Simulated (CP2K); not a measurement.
Two runs for the C K edge of thiophene dioxide. Run A: CP2K XAS_TDP, all-electron GAPW, PBEh(45%), aug-cc-pVDZ, TDA, no relativity. Run B differs in one setting.

First lines with a strength over 0.0015. A:

```
                              atom  energy (eV)  states  strength, one atom
C4 (bonded to C, S and H), 2 alike       280.67       1              0.0433
                                         285.12       1              0.0427
                                         285.29       1              0.0075
                                         285.77       1              0.0067
                                         286.12       1              0.0024
 C5 (bonded to 2 C and H), 2 alike       280.80       1              0.0431
                                         284.80       1              0.0186
                                         285.12       1              0.0127
                                         286.56       1              0.0019
                                         286.83       1              0.0071
```

B:

```
                              atom  energy (eV)  states  strength, one atom
C4 (bonded to C, S and H), 2 alike       286.07       1              0.0425
                                         290.51       1              0.0419
                                         290.68       1              0.0073
                                         291.17       1              0.0066
                                         291.51       1              0.0023
 C5 (bonded to 2 C and H), 2 alike       286.70       1              0.0422
                                         290.70       1              0.0182
                                         291.02       1              0.0124
                                         292.46       1              0.0019
                                         292.73       1              0.0070
```

Question: Which was it: GW2X switched on, the basis, scalar relativity switched on, the functional?

GW2X switched on. GW2X shifts an atom's lines together and keeps their spacings. Against PBEh(45%) in aug-cc-pVDZ, the leading lines move by +5.40 eV (C4, to 286.07) and +5.90 eV (C5, to 286.70).

[Banner, clock and machine lines of the logs are left out without a mark of their own.]

[Logs are printed without paths, hosts, clocks, repeated set-up lines and the standing remarks that a program may print on its own settings, such as how far it seeks lower states.]

[Hosts, paths, dates, database ids (printed as entryN), source tags and the programs' standing remarks are cut or masked in the printed files.]
